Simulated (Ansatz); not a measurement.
# Lattice dynamics of CdH2 (model cell, started as fluorite), part 2 of 2

Wanted: phonon frequencies of CdH2 (model cell, started as fluorite) and what follows from them.

Ansatz 0.2.0; DFT PBEsol, scalar-relativistic, plane waves, PAW.

So far. Step 4 (Tight relaxation): The forces vanish by symmetry and the pressure is 0.000 GPa, within the tolerances set. The cell now holds 10.51 Å³/atom. Step 5 (Linear response at the zone centre): Before it was imposed, the acoustic sum rule was missed by 1.7e-5 eV/Å². Small misses are needed for a sound result but don't prove that mesh and cutoff are converged. The lowest optical mode is imaginary, 219.6i cm⁻¹, so the energy falls along it. The relaxed cell has a = 5.015 Å (conventional setting).

The structure was built from a prototype and need not be the compound's stable phase.

## Step 6: The dispersion

Stability and thermal properties need the whole zone. Linear response on a 4×4×4 q mesh gives force constants as far as a supercell of that size would.

File input.yaml:

```yaml
crystal:
  lattice:
    - [0.0, 2.5074531997, 2.5074531997]
    - [2.5074531997, 0.0, 2.5074531997]
    - [2.5074531997, 2.5074531997, 0.0]
  atoms:
    - { symbol: Cd, position: [0.0, 0.0, 0.0] }
    - { symbol: H, position: [0.25, 0.25, 0.25] }
    - { symbol: H, position: [0.75, 0.75, 0.75] }
kpoints:
  mp_grid: { grid: [16, 16, 16] }
hamiltonian:
  xc: pbesol
scf:
  occupations: { method: methfessel_paxton, width: 0.2 }
output:
  eigenvalues: true
phonons:
  method: dfpt
  qmesh: [4, 4, 4]
  temperatures: { t_max: 1000, t_step: 50 }
  qpath:
    path:
      - [[0.0, 0.0, 0.0], [0.5, 0.0, 0.5], [0.625, 0.25, 0.625]]
      - [[0.375, 0.375, 0.75], [0.0, 0.0, 0.0], [0.5, 0.5, 0.5], [0.5, 0.25, 0.75], [0.5, 0.0, 0.5]]
    npoints: 10
```

Launch:

```
ansatz run input.yaml --threads 4 --pin off --max-ram 7168MiB --backend cpu --events-out ev --progress --plain --runs-dir out
```

Numbers of over 12 decimals in the logs are rounded to 6 here.

The log of the run:

```text
Warning: phonons: the dynamical matrix that this run interpolates holds no multipole term above the dipole-dipole one, and a site of this crystal is no centre of inversion, so its interpolated transverse optical and acoustic branches and sound speeds can stay off near Gamma, and the density of states and the thermodynamics with them. What a run solves at a wave vector of phonons.qpoints, Gamma apart, where the deck admits one, is free of this, and under fd what a larger phonons.supercell samples
[...]
Crystal: 3 atoms, lattice volume = 31.530 Å³
Basis set: ecut = 420 eV, 609 PW (Γ), exchange–correlation on 48×48×48 points (8 copies of the dense FFT grid, shifted against one another)
Bands: 15, of which v1, the nominal top of the filled ones, is band 11 counted from 1 (10 counted from 0)
Symmetry: 48 space group operations
k-points: 145 of 4096
[...]
SCF iter   1: F=—  HF=-8213.774310 eV  |F-HF|=—  |Δ(HF+E_count)|=         —  Δρ=1.27e-2  dr2=3.73e-2  ethr=1.77e-3  ⟨swp⟩=4.2  Hψ=9699  notcnv=0
[...]
SCF iter   9: F=-8213.763339 eV  HF=-8213.763339 eV  |F-HF|=0.00e0  |Δ(HF+E_count)|=  2.73e-11  S|Δr|=    0.00e0  Δρ=4.12e-8  dr2=3.27e-13  ethr=1.00e-12  ⟨swp⟩=5.0  Hψ=7498  notcnv=0
SCF 1 converged in 9 iterations: F = -8213.763339 eV  dr2 = 3.27e-13
[...]
SCF iter   1: F=—  HF=-8213.763339 eV  |F-HF|=—  |Δ(HF+E_count)|=         —  Δρ=1.20e-7  dr2=3.51e-12  ethr=6.68e-9  ⟨swp⟩=3.2  Hψ=16119  notcnv=0
eigensolver tolerance schedule: the retry pair's looser diagonalisation over-reported the residual by 419481.80 of it (diagonalisation noise at 9.47 of the residual, at the tolerance the schedule requests for it); recorded, not acted on — ethr = c·dr2/N_el stays at c = 1.0e-1
[...]
SCF iter   2: F=-8213.763339 eV  HF=-8213.763339 eV  |F-HF|=1.82e-12  |Δ(HF+E_count)|=  4.00e-11  S|Δr|=    0.00e0  Δρ=6.72e-8  dr2=1.25e-12  ethr=1.00e-12  ⟨swp⟩=5.4  Hψ=8151  notcnv=0
SCF 2 converged in 2 iterations: F = -8213.763339 eV  dr2 = 1.25e-12
phonons: the bands overlap, so this run is a metal and interpolates without the dipole-dipole term. If the crystal is really an insulator or semiconductor, its LO-TO splitting is missing
NSCF: frozen V_eff on 145 k-points
[...]
DFPT response loops at q = (0, 0, 0) (fractional): preconditioner auto → Kerker (q_TF=auto, 2.569 Å⁻¹) (partly filled bands, converged f_vac=0.031); β = 1.00, the filter's whole step (`scf.mixing.beta` (0.50) is not read by the response loops under this deck's `scf.mixing.preconditioner`; to damp them name `kerker` or `kerker_dos`, under which they read `scf.mixing.beta`, and type it under 1.00, their step now; both keys bind the ground state too); Broyden in place of MSR1
[...]
SCF converged after 9 iterations
[...]
Free energy (F): -8213.763339 eV
[...]
Internal energy: -8213.763213 eV  (E = F + TS)
E sigma→0 (E₀):  -8213.763307 eV
Entropy (-TS):   -0.000126 eV (-0.042 meV/atom)
Fermi energy:    9.768197 eV
[...]
--- Band table (eV; the first three rows and the last of 145) ---
  k-point 0: bands = [... 7 lower, 1.0663, 1.3659, 1.3659, 10.1398, 20.3817, 20.3817, 20.3817, 20.6314]
  k-point 1: bands = [... 7 lower, 1.0753, 1.3642, 1.3642, 10.1333, 19.2369, 20.1096, 20.1096, 20.2961]
  k-point 2: bands = [... 7 lower, 1.0986, 1.3622, 1.3622, 10.0758, 17.6441, 19.5419, 19.6014, 19.6014]
  k-point 144: bands = [... 7 lower, 1.4071, 1.5540, 6.6335, 6.6335, 9.2942, 11.8944, 19.1217, 19.1217]
--- Phonons (Γ-DFPT): 2 representative perturbations + reference (Σ response iterations 8) ---
  ASR residual: 1.619e-5 → 0.000e0 eV/Å²; symmetrization residual: 1.349e-8 eV/Å²
  ASR residual per site (eV/Å²): 1.62e-5 1.13e-5 1.13e-5
  Γ frequencies (cm⁻¹): -219.64 -219.64 -219.64 0.00 0.00 0.00 664.18 664.18 664.18
--- Phonons (arbitrary-q DFPT): 8 irreducible q on the 4×4×4 mesh ---
  q = [0.0000, 0.0000, 0.0000] (star 1, of the zone-centre solve; hermiticity 2.98e-8, symmetrization 1.54e-11): -219.64 -219.64 -219.64 0.00 0.00 0.00 664.18 664.18 664.18
  q = [0.0000, 0.0000, 0.2500] (star 8, 2 solved perturbations on 2176 of 4096 k-point pairs; hermiticity 3.27e-7, symmetrization 1.76e-9): -420.59 -42.19 -42.19 82.20 82.20 84.56 592.55 592.55 624.98
[...]
q = [0.0000, 0.2500, 0.2500] (star 6, 4 solved perturbations in 3616 linear systems a pass and spin channel, the states on 1160 of 4096 k-point pairs; hermiticity 1.94e-7, symmetrization 1.85e-9): -692.91 -692.91 -289.77 21.01 21.01 87.87 754.54 788.31 788.31
[...]
sum rule: each row above includes the acoustic sum rule's correction from the zone centre's row sums; it moved no ω² by more than (1.75 cm⁻¹)²
  mesh force constants: q→R imaginary residual 2.49e-17; ASR residual 1.619e-5 → 0.000e0 eV/Å²; symmetrization residual 2.220e-15 eV/Å²
  interpolated dispersion: 62 rows × 9 modes
  density of states and harmonic sums: on the 24×24×24 q-mesh, interpolated from the force constants of a 4×4×4 supercell (no non-analytic term)
  largest difference from the sums on the solved wave vectors: F 1.86e-2 eV, S 1.77e-5 and C_V 1.11e-5 eV/K
  zero-point energy: 0.175780 eV/cell   skipped modes (ω ≤ 0): 1089, of them read as no rigid motion or as one in doubt: 1086 (2.566e0 modes/cell left out, lowest -1767.36 cm⁻¹)   left out of the sums: 2.85e-1 of the cell's modes: C_V's classical limit lies that fraction below 3 k_B per atom; for a crystal, a wire or a layer, F and S can be off by more, and a phonons.interpolated_qmesh denser along its periods is the remedy for the sampling
```

Wall time 6.3 min (4 threads of Arm Neoverse V1, shared host); peak memory 4 GiB; 24 min of CPU time.

Numbers from this step:

| Property | Result |
| --- | --- |
| sum-rule residual before enforcement | 1.62e-5 eV/Å² |
| lowest frequency on the path | -1767 cm⁻¹ |
| highest frequency on the path or at a solved wavevector | 976.8 cm⁻¹ |
| lowest mode on the q mesh (acoustic modes at Γ apart) | -1767 cm⁻¹ |

Frequencies (cm⁻¹) solved at each irreducible wavevector; negative means imaginary. Frequencies by wavevector, by row:

```
q in reciprocal lattice units  star  mode 1  mode 2  mode 3  mode 4  mode 5  mode 6  mode 7  mode 8  mode 9
                        0 0 0     1  -219.6  -219.6  -219.6       0       0       0   664.2   664.2   664.2
                     0 0 0.25     8  -420.6   -42.2   -42.2    82.2    82.2    84.6   592.5   592.5     625
                     0 0 -0.5     4     4.2     4.2    78.7   360.8   566.7   566.7   626.4   661.7   661.7
                  0 0.25 0.25     6  -692.9  -692.9  -289.8      21      21    87.9   754.5   788.3   788.3
                  0 0.25 -0.5    24    -957  -587.5  -542.9    24.4    57.1   109.8   808.2   841.8   904.1
                 0 0.25 -0.25    12  -987.6    -7.2    57.2    92.7   291.3   436.8   620.7   700.6   870.5
                  0 -0.5 -0.5     3   -1767   -1136   -1136    32.3    32.3   120.6   912.2   912.2   970.6
              0.25 -0.5 -0.25     6   -1246   -1232    32.9    86.7    86.7   582.7   582.7   903.6   942.4
```

Interpolated from a 4×4×4 q mesh. Phonon branches along the path, in cm⁻¹:

```
    point  branch 1  branch 2  branch 3  branch 4  branch 5  branch 6  branch 7  branch 8  branch 9
        Γ      -220      -220      -220         0         0         0       664       664       664
  halfway      -693      -693      -290        21        21        88       754       788       788
        X     -1767     -1136     -1136        32        32       121       912       912       971
  halfway     -1643     -1048     -1028        32        46       117       890       906       975
        U     -1355      -802      -743        30        69       106       838       878       973
jump to K     -1355      -802      -743        30        69       106       838       878       973
  halfway      -864       -24        38        87       412       418       557       567       778
        Γ      -220      -220      -220         0         0         0       664       664       664
  halfway      -421       -42       -42        82        82        85       592       592       625
        L         4         4        79       361       567       567       626       662       662
  halfway      -832      -544        20        66       102       600       618       830       881
        W     -1246     -1232        33        87        87       583       583       904       942
  halfway     -1547     -1145      -752        34        54       114       844       914       970
        X     -1767     -1136     -1136        32        32       121       912       912       971
```

The phonon branches as a text plot (rows in cm⁻¹):

```
    920 |        **************                       ***********
    805 |      **        ****  **                   ****    **
    691 |******             **** ***********   *****       *
    577 |  *                   ******     *****************
    462 |   *                  ***             *   *       *
    348 |  * **              ***  **          * **  *
    234 |                    **  *           *    *
    119 |    ************************      ******* **************
      5 |********************************************************
   -109 | *                       **       *   *
   -224 |**                 *       *******        * *
   -338 |      *                     *   **  **             *
   -452 |  *                        *      **       *
   -567 |   ***            *      **                  *      *
   -681 |      **                                    *
   -795 |       *        **      *                    **
   -910 |        *      **     **                             *
  -1024 |         **   **   ***                        **      *
  -1139 |        *  ***    *                            *   *****
  -1253 |                                                ***
  -1367 |                **                                 *
  -1482 |         **    *                                    *
  -1596 |              *                                      *
  -1710 |           ***                                        **
         Γ           X  U|K            Γ         L        W     X
```

Tetrahedra on a 24×24×24 mesh, mean over bins of 25 cm-1. Interpolated from a 4×4×4 q mesh. Phonon density of states against wavenumber; read off at these points:

wavenumber (cm⁻¹), phonon density of states (1/cm⁻¹/cell) and a bar:
```
  -1700.0     0.0001 
  -1600.0     0.0002 
  -1500.0     0.0003 
  -1400.0     0.0004 
  -1300.0     0.0005 #
  -1200.0     0.0008 #
  -1100.0     0.0019 ##
  -1000.0     0.0021 ###
   -900.0     0.0023 ###
   -800.0     0.0023 ###
   -700.0     0.0022 ###
   -600.0     0.0021 ##
   -500.0     0.0018 ##
   -400.0     0.0014 ##
   -300.0     0.0013 #
   -200.0     0.0012 #
   -100.0     0.0014 ##
      0.0     0.0157 ###################
     37.5     0.0241 ##############################
     87.5     0.0198 #########################
    100.0     0.0180 ######################
    200.0     0.0016 ##
    300.0     0.0016 ##
    400.0     0.0023 ###
    500.0     0.0031 ####
    600.0     0.0051 ######
    700.0     0.0073 #########
    800.0     0.0074 #########
    887.5     0.0097 ############
    900.0     0.0091 ###########
```

Phonopy on the run's constants, 19x19x19 mesh, Gaussian sigma 19.8 cm-1. Interpolated from a 4×4×4 q mesh. Partial phonon density of states against wavenumber; read off at these points; values in 1/cm⁻¹/cell:

```csv
wavenumber (cm⁻¹),Cd,H
-1700.0,0,9.5e-5
-1600.0,0,1.3e-4
-1500.0,0,2.2e-4
-1400.0,0,4.4e-4
-1300.0,0,5.7e-4
-1200.0,0,8.9e-4
-1100.0,0,0.00173
-1000.0,0,0.00246
-900.0,0,0.00199
-848.5,0,0.00289
-800.0,0,0.00194
-700.0,0,0.00230
-600.0,2.6e-6,0.00211
-500.0,9.9e-6,0.00156
-400.0,1.0e-5,0.00167
-300.0,2.5e-5,0.00125
-200.0,7.8e-5,0.00114
-100.0,3.0e-4,4.8e-4
0.0,0.0161,8.0e-5
22.6,0.0223,1.1e-4
100.0,0.0180,4.6e-4
200.0,1.4e-4,0.00102
300.0,2.1e-5,0.00154
400.0,1.0e-5,0.00259
500.0,0,0.00336
600.0,0,0.00574
700.0,0,0.00731
800.0,1.0e-5,0.00738
900.0,1.0e-5,0.00894
1000.0,0,6.6e-4
```

Symmetry leaves 8 wavevectors to solve. The lowest mode among them, the acoustic zeros apart, lies at q = (0, -0.5, -0.5) and is imaginary, 1767.4i cm⁻¹, so the energy falls along it.

## Step 7: Another isotope, element Cd, natural mass 112.414 amu

An isotope changes the mass and not the force constants, so no new electronic calculation is needed; the shifts show which modes move this element.

The same force constants with the mass of Cd changed from 112.414 to 115.905 u (phonopy, no LO-TO term). Both lists are sorted by frequency; levels can cross, so a row need not hold one and the same mode. Modes under 3 cm⁻¹ are left out. Isotope shifts, by row:

```
          q  rank  natural mass (cm⁻¹)  changed mass (cm⁻¹)
      0 0 0     1               -219.6               -219.6
      0 0 0     2               -219.6               -219.6
      0 0 0     3               -219.6               -219.6
      0 0 0     7                664.2                664.2
      0 0 0     8                664.2                664.2
      0 0 0     9                664.2                664.2
   0 0 0.25     1               -420.6               -420.6
   0 0 0.25     2               -42.19               -41.63
   0 0 0.25     3               -42.19               -41.63
   0 0 0.25     4                 82.2                82.04
   0 0 0.25     5                 82.2                82.04
   0 0 0.25     6                84.56                83.27
   0 0 0.25     7                592.5                592.5
   0 0 0.25     8                592.5                592.5
   0 0 0.25     9                  625                  625
   0 0 -0.5     1                 4.23                 4.17
   0 0 -0.5     2                 4.23                 4.17
   0 0 -0.5     3                78.74                 77.6
   0 0 -0.5     4                360.8                360.5
   0 0 -0.5     5                566.7                566.7
   0 0 -0.5     6                566.7                566.7
   0 0 -0.5     7                626.4                626.4
   0 0 -0.5     8                661.7                661.7
   0 0 -0.5     9                661.7                661.7
0 0.25 0.25     1               -692.9               -692.9
0 0.25 0.25     2               -692.9               -692.9
0 0.25 0.25     3               -289.8               -289.8
0 0.25 0.25     4                21.01                20.69
0 0.25 0.25     5                21.01                20.69
0 0.25 0.25     6                87.87                86.54
0 0.25 0.25     7                754.5                754.5
0 0.25 0.25     8                788.3                788.3
0 0.25 0.25     9                788.3                788.3
```

A mode of this element alone would shift by -1.52 %. The highest zone-centre frequency without the field goes from 664.2 to 664.2 cm⁻¹ (+0.0 %).

## Step 8: Isotope substitution, element H, natural mass 1.008 amu

The same for H, from 1.01 to 2.01 u.

A mode of this element alone would shift by -29.26 %. The highest zone-centre frequency without the field goes from 664.2 to 469.9 cm⁻¹ (-29.3 %).

## Step 9: Results

```
space group after relaxation (within 0.01 Å)            : Fm-3m
volume per atom                                         : 10.5 Å³
electronic character                                    : no gap on this mesh
highest optical mode at the zone centre (no LO-TO term) : 664 cm⁻¹
lowest optical zone-centre mode                         : -220 cm⁻¹
lowest mode on the q mesh (acoustic modes at Γ apart)   : -1767 cm⁻¹
highest frequency on the path or at a solved wavevector : 977 cm⁻¹
imaginary modes on the 4×4×4 q mesh                     : yes
```

In words: Modes are clearly imaginary (beyond 10i cm⁻¹) at 7 of the 8 irreducible wavevectors, most at q = (0, -0.5, -0.5) (1767.4i cm⁻¹), so this structure is not a minimum of the energy. The optical modes at Γ span -220 to 664 cm⁻¹ (negative means imaginary). The highest mode in this list at Γ, 664.2 cm⁻¹, is mostly motion of H (100 % of the kinetic energy). With no gap, or one that is small against the smearing, the frequencies hang on the k mesh and the smearing, most of all near Kohn anomalies. The starting cell was built on a prototype and not taken from a measurement, so the phase need not exist. These are harmonic frequencies at zero temperature: anharmonic shifts, linewidths and thermal expansion are left out.

[Logs are printed without paths, hosts, clocks, repeated set-up lines and the standing remarks that a program may print on its own settings, such as how far it seeks lower states.]

[Hosts, paths, dates, database ids (printed as entryN), source tags and the programs' standing remarks are cut or masked in the printed files.]
